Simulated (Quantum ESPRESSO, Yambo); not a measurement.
# Quasiparticle gap of BaTiO3 (P4mm) in Yambo, part 2 of 3

Aim: the G0W0 gap of BaTiO3 (P4mm) on PBE, step by step.

Quantum ESPRESSO 7.5 and Yambo 5.3.0; PBE and many-body steps on it, plane waves. Known limits of the many-body steps: not at the basis limit; no spin-orbit coupling; coarse k mesh.

So far. Step 2 (Ground state): The gap is indirect, with the least direct gap 0.34 eV higher. Step 3 (Bands along the symmetry lines): The gap is 1.845 eV, as in the run before at this level.

The database entry behind the starting cell differs from later determinations by our own check (c/a about 0.6 % short), so it need not match the best structure at ambient conditions.

## 4. Empty states on the mesh, 4×4×4 mesh, 129 bands

Level of this step: DFT, PBE, plane waves, norm-conserving pseudopotentials (Quantum ESPRESSO).

The sums over transitions need many empty states on a uniform mesh; this step solves for them.

Input file pw.in:

```
&control
  calculation = 'nscf'
  prefix = 'x'
  outdir = 'o'
  pseudo_dir = 'pseudo'
/
&system
  ibrav = 0
  nat = 5
  ntyp = 3
  ecutwfc = 76.0
  nbnd = 129
  force_symmorphic = .true.
/
&electrons
  conv_thr = 1e-9
  electron_maxstep = 80
  diago_full_acc = .true.
  diago_thr_init = 5e-6
/
ATOMIC_SPECIES
  Ba 137.33 Ba.upf
  Ti 47.867 Ti.upf
  O 15.999 O.upf
CELL_PARAMETERS angstrom
  3.9998000000 0.0000000000 0.0000000000
  0.0000000000 3.9998000000 0.0000000000
  0.0000000000 0.0000000000 4.0180000000
ATOMIC_POSITIONS crystal
  Ba 0.0000000000 0.0000000000 0.0007199741
  Ti 0.5000000000 0.5000000000 0.4856287386
  O 0.5000000000 0.5000000000 0.0253431139
  O 0.5000000000 0.0000000000 0.5156540867
  O 0.0000000000 0.5000000000 0.5156540867
K_POINTS automatic
  4 4 4 0 0 0
```

Started as:

```console
$ OMP_NUM_THREADS=1 mpirun -n 4 pw.x -nk 4 -in pw.in > pw.out
```

Output:

```text
[banner, memory and clock lines left out]
Program PWSCF v.7.5 starts

     Atomic positions and unit cell read from directory:
     o/x.save/

     Message from routine setup:
     using ibrav=0 with symmetry is DISCOURAGED, use correct ibrav instead

     G-vector sticks info

     bravais-lattice index     =            0
     lattice parameter (alat)  =       7.5585  a.u.
     unit-cell volume          =     433.7935 (a.u.)^3
     number of atoms/cell      =            5
     number of atomic types    =            3
     number of electrons       =        40.00
     number of Kohn-Sham states=          129
     kinetic-energy cutoff     =      76.0000  Ry
     charge density cutoff     =     304.0000  Ry
     Exchange-correlation= PBE
                           (   1   4   3   4   0   0   0)

     celldm(1)=   7.558527  celldm(2)=   0.000000  celldm(3)=   0.000000
     celldm(4)=   0.000000  celldm(5)=   0.000000  celldm(6)=   0.000000

     crystal axes: (cart. coord. in units of alat)
               a(1) = (   1.000000   0.000000   0.000000 )
               a(2) = (   0.000000   1.000000   0.000000 )
               a(3) = (   0.000000   0.000000   1.004550 )

     reciprocal axes: (cart. coord. in units 2 pi/alat)
               b(1) = (  1.000000  0.000000  0.000000 )
               b(2) = (  0.000000  1.000000  0.000000 )
               b(3) = (  0.000000  0.000000  0.995470 )
     Pseudo is Norm-conserving + core correction, Zval = 10.0
     Generated using ONCVPSP code by D. R. Hamann
     Using radial grid of 1958 points,  6 beta functions with:
     Pseudo is Norm-conserving + core correction, Zval = 12.0
     Generated using ONCVPSP code by D. R. Hamann
     Using radial grid of 1586 points,  6 beta functions with:
     Pseudo is Norm-conserving + core correction, Zval =  6.0
     Generated using ONCVPSP code by D. R. Hamann
     Using radial grid of  936 points,  5 beta functions with:
     Ba               10.00   137.33000     Ba( 1.00)
     Ti               12.00    47.86700     Ti( 1.00)
     O                 6.00    15.99900     O ( 1.00)

      8 Sym. Ops. (no inversion) found

   Cartesian axes

     site n.     atom                  positions (alat units)
         1        Ba     tau(   1) = (   0.0000000   0.0000000   0.0007233  )
         2        Ti     tau(   2) = (   0.5000000   0.5000000   0.4878385  )
         3        O      tau(   3) = (   0.5000000   0.5000000   0.0254584  )
         4        O      tau(   4) = (   0.5000000   0.0000000   0.5180004  )
         5        O      tau(   5) = (   0.0000000   0.5000000   0.5180004  )

     number of k points=    18
                       cart. coord. in units 2pi/alat
        k(    1) = (   0.0000000   0.0000000   0.0000000), wk =   0.0312500
        k(    2) = (   0.0000000   0.0000000   0.2488676), wk =   0.0625000
        k(    3) = (   0.0000000   0.0000000  -0.4977352), wk =   0.0312500
[...]
[... 6 further rows ...]
        k(   17) = (  -0.5000000  -0.5000000   0.2488676), wk =   0.0625000
        k(   18) = (  -0.5000000  -0.5000000  -0.4977352), wk =   0.0312500

     Dense  grid:    38811 G-vectors     FFT dimensions: (  45,  45,  45)

     The potential is recalculated from file :
     o/x.save/charge-density

     Starting wfcs are   27 randomized atomic wfcs +  102 random wfcs

     Band Structure Calculation

     End of band structure calculation

          k = 0.0000 0.0000 0.0000 (  4929 PWs)   bands (ev):

   -46.0800 -22.3758 -22.3130 -22.3130 -14.4232  -6.4520  -5.8243  -5.7142
     0.4096   0.4096   0.4207   8.0705   8.0945   8.0945   9.0796   9.0796
     9.2765  10.0333  10.0863  10.0863  12.2715  12.5874  12.5874  14.5046
[...]
[... 5 further rows ...]
[...]
84.2743

          k = 0.0000 0.0000 0.2489 (  4857 PWs)   bands (ev):

[...]
[... 5 further rows ...]
[...]
83.2861

          k = 0.0000 0.0000-0.4977 (  4878 PWs)   bands (ev):

[...]
52.0445  52.0445  54.2464  54.4668  54.4668  55.1228  55.1228  55.8472
     [... 5 further rows ...]
    79.9756  80.1185  81.0750  81.0750  82.3164  83.2546  83.2962  83.2962
    84.0314

          k = 0.0000 0.2500 0.0000 (  4831 PWs)   bands (ev):

     [... further k-points ...]

     highest occupied, lowest unoccupied level (ev):    10.4265   12.2715

     XML data file, pseudopotentials, collected wavefunctions
```

It took 22 s on 4 MPI ranks of Arm Neoverse V2, shared host; peak memory 0.43 GiB.

This step gave:

| Quantity | Value |
| --- | --- |
| gap | 1.845 eV |
| k of the valence top | -0.5, -0.5, -0.5 |
| k of the conduction bottom | 0, 0, 0 |
| least direct gap | 2.185 eV |
| k points computed | 18 |
| lowest point of the top converged band, above the valence top | 71.0991 eV |

On this mesh the gap is 1.845 eV.

## 5. Conversion and set-up

This step: Yambo 5.3.0; conversion and set-up on PBE, plane waves, norm-conserving pseudopotentials.

The states are converted to the many-body program's format and the q mesh is built.

Started as:

```console
$ (cd o/x.save; p2y > p2y.log; mv SAVE ../..); yambo > setup.log
```

Output:

```text
 Yambo, version 5.3.0

 [02] CORE Variables Setup
 =========================

  [02.01] Unit cells
  ==================

  Cell kind             :  Unknown
  Atoms in the cell     :  Ba  Ti  O
  number of Ba atoms    :  1
  number of Ti atoms    :  1
  number of O  atoms    :  3

  List of atomic masses
  Mass of Ba    :  137.3300
  Mass of Ti    :  47.86700
  Mass of O     :  15.99900

  List of atomic coordinates    : [cc]
  Ba1       :  0.000000  0.000000  0.005467  order 1
  Ti1       :  3.779263  3.779263  3.687340  order 2
  O1       :  3.779263  3.779263  0.192428  order 3
  O2       :  3.779263  0.000000  3.915320  order 4
  O3       :  0.000000  3.779263  3.915320  order 5

  Alat factors          :  7.558527  7.558527  7.592920 [a.u.]
  Direct lattice volume :  433.7935 [a.u.]
  Direct lattice vectors:  A[ 1 ]  A[ 2 ]  A[ 3 ]
   A[ 1 ]:  1.000000  0.000000  0.000000  [iru]
   7.558527  0.000000  0.000000  [cc]
   A[ 2 ]:  0.000000  1.000000  0.000000  [iru]
   0.000000  7.558527  0.000000  [cc]
   A[ 3 ]:  0.000000  0.000000  1.000000  [iru]
   0.000000  0.000000  7.592920  [cc]

  Recip. lattice volume :  0.571816 [a.u.]
  Recip. lattice vectors:  B[ 1 ]  B[ 2 ]  B[ 3 ]
   B[ 1 ]:  1.000000  0.000000  0.000000  [iku]
   0.831271  0.000000  0.000000  [cc]
   B[ 2 ]:  0.000000  1.000000  0.000000  [iku]
   0.000000  0.831271  0.000000  [cc]
   B[ 3 ]:  0.000000  0.000000  1.000000  [iku]
   0.000000  0.000000  0.827506  [cc]

  [02.02] Symmetries
  ==================

  Inversion symmetry    : yes
  Spatial inversion     : no
  Inversion index       :   9
  K-space Time-reversal : yes
  Magnetic symmetries   : no
  Time-reversal derived K-space symmetries:   9  16
  Group table correct   : yes
  Symmetries units      :  [cc]

   [S  1]:  1.000000  0.000000  0.000000  0.000000  1.000000  0.000000  0.000000  0.000000  1.000000
   [S  2]: -1.000000  0.000000  0.000000  0.000000 -1.000000  0.000000  0.000000  0.000000  1.000000
   [S  3]:  0.000000 -1.000000  0.000000  1.000000  0.000000  0.000000  0.000000  0.000000  1.000000
[...]
[S  7]:  0.000000 -1.000000  0.000000 -1.000000  0.000000  0.000000  0.000000  0.000000  1.000000
   [S  8]:  0.000000  1.000000  0.000000  1.000000  0.000000  0.000000  0.000000  0.000000  1.000000
   [S* 9]: -1.000000 -0.000000 -0.000000 -0.000000 -1.000000 -0.000000 -0.000000 -0.000000 -1.000000
   [S*10]:  1.000000 -0.000000 -0.000000 -0.000000  1.000000 -0.000000 -0.000000 -0.000000 -1.000000
     [... 4 further rows ...]
   [S*15]: -0.000000  1.000000 -0.000000  1.000000 -0.000000 -0.000000 -0.000000 -0.000000 -1.000000
   [S*16]: -0.000000 -1.000000 -0.000000 -1.000000 -0.000000 -0.000000 -0.000000 -0.000000 -1.000000

  [02.03] Reciprocal space
  ========================

  nG shells         :  2386
  nG charge         :   38811
  nG WFs            :   5983
  nC WFs            :   4929
[...]
K [14]         [rlu]:  0.250000 -0.500000  0.250000
         WF components:   4848
  [... 3 further k-points ...]
  K [18]         [rlu]: -0.500000 -0.500000 -0.500000
         WF components:   4800

  [02.05] Energies & Occupations
  ==============================

  [X] === General ===
  [X] Electronic Temperature                        :  0.000000  0.000000 [eV K]
  [X] Bosonic    Temperature                        :  0.000000  0.000000 [eV K]
  [X] Finite Temperature mode                       : no
  [X] El. density                                   :  0.62226E+24 [cm-3]
  [X] Fermi Level                                   :  10.42650 [eV]

  [X] === Gaps and Widths ===
  [X] Conduction Band Min                           :  1.844946 [eV]
  [X] Valence Band Max                              :  0.000000 [eV]
  [X] Filled Bands                                  :  20
  [X] Empty Bands                                   :   21  129
  [X] Direct Gap                                    :  2.185195 [eV]
  [X] Direct Gap localized at k                     :  1
  [X] Indirect Gap                                  :  1.844946 [eV]
  [X] Indirect Gap between kpts                     :  18   1
  [X] Last valence band width                       :  0.921446 [eV]
  [X] 1st conduction band width                     :  2.384365 [eV]

  E @ K [ 1]:  [eV]
  -56.50647 -32.80230 -32.73954 -32.73954 -24.84973 -16.87849 -16.25083 -16.14072
[...]
occ @ K [ 1]
[...]
E @ K [ 2]:  [eV]
[...]
occ @ K [ 2]
[...]
E @ K [ 3]:  [eV]
[...]
occ @ K [ 3]
[...]
E @ K [ 8]:  [eV]
[...]
occ @ K [ 8]
[...]
E @ K [ 9]:  [eV]
[...]
occ @ K [ 9]
[...]
E @ K [10]:  [eV]
[...]
occ @ K [10]
[...]
E @ K [11]:  [eV]
[...]
occ @ K [11]
[...]
E @ K [12]:  [eV]
[...]
occ @ K [12]
[...]
E @ K [13]:  [eV]
[...]
occ @ K [13]
[...]
E @ K [14]:  [eV]
[...]
occ @ K [14]
[...]
[... 3 further k-points ...]
  E @ K [18]:  [eV]
[...]
occ @ K [18]
[...]
0.000000  0.000000  0.000000  0.000000  0.000000  0.000000  0.000000  0.000000
   0.000000  0.000000  0.000000  0.000000  0.000000  0.000000  0.000000  0.000000

 [03] Transferred momenta grid and indexing
 ==========================================

 IBZ Q-points                                      :  18
 BZ  Q-points                                      :   64

 K/Q-points units:
 rlu = crystal or reduced units; cc = cartesian coordinates; iku = interal k-units

 Q [ 1]         [rlu]:  0.000000  0.000000  0.000000
 Q [ 2]         [rlu]:  0.000000  0.000000  0.250000
 Q [ 3]         [rlu]:  0.000000  0.000000 -0.500000
[...]
Q [ 8]         [rlu]:  0.000000 -0.500000  0.250000
 Q [ 9]         [rlu]:  0.000000 -0.500000 -0.500000
 Q [10]         [rlu]:  0.250000  0.250000  0.000000
     [... 6 further rows ...]
 Q [17]         [rlu]: -0.500000 -0.500000  0.250000
 Q [18]         [rlu]: -0.500000 -0.500000 -0.500000

  [03.01] X indexes
  =================

   [03.01.01] Sigma indexes
   ========================

 [06] Game Over & Game summary
```

It took 2.9 s on 1 MPI rank; peak memory 0.25 GiB.

(Part 2 of 3 ends here.)

[Paths, hosts, dates, memory and timing lines, banners, echoed tables and standing remarks are left out of the program output.]

[Logs are printed without paths, hosts, clocks, repeated set-up lines and the standing remarks that a program may print on its own settings, such as how far it seeks lower states.]

[Runs of the session that timed out or met a known fault of the program may be left out.]

[Hosts, paths, dates, database ids (printed as entryN), source tags and the programs' standing remarks are cut or masked in the printed files.]
